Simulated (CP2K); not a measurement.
Two runs for the S L₂,₃ edge of 2-methylthiophene. Run A: CP2K XAS_TDP, all-electron GAPW, PBEh(45%), aug-cc-pVDZ, TDA, ZORA, spin–orbit coupling. Run B differs in one setting.

First lines with a strength over 0.0003. A:

```csv
atom,energy (eV),states,"strength, one atom"
S6 (bonded to 2 C),164.38,1,0.0006
,164.46,1,0.0003
,164.48,1,0.0017
,164.80,1,0.0020
,165.55,3,0.0014
```

B:

```
              atom  energy (eV)  states  strength, one atom
S6 (bonded to 2 C)       167.30       2              0.0005
                         167.42       1              0.0017
                         167.72       1              0.0020
                         168.47       3              0.0015
                         168.80       1              0.0039
```

**Question.** Which was it: the basis, GW2X switched on, the functional?

GW2X switched on. GW2X shifts the lines nearly together; each 2p level gets its own shift. The lowest line over the strength cut lies at 167.30 eV, against 164.38 eV (PBEh(45%), aug-cc-pVDZ).

[Banner, clock and machine lines of the logs are left out without a mark of their own.]

[Logs are printed without paths, hosts, clocks, repeated set-up lines and the standing remarks that a program may print on its own settings, such as how far it seeks lower states.]

[Hosts, paths, dates, database ids (printed as entryN), source tags and the programs' standing remarks are cut or masked in the printed files.]
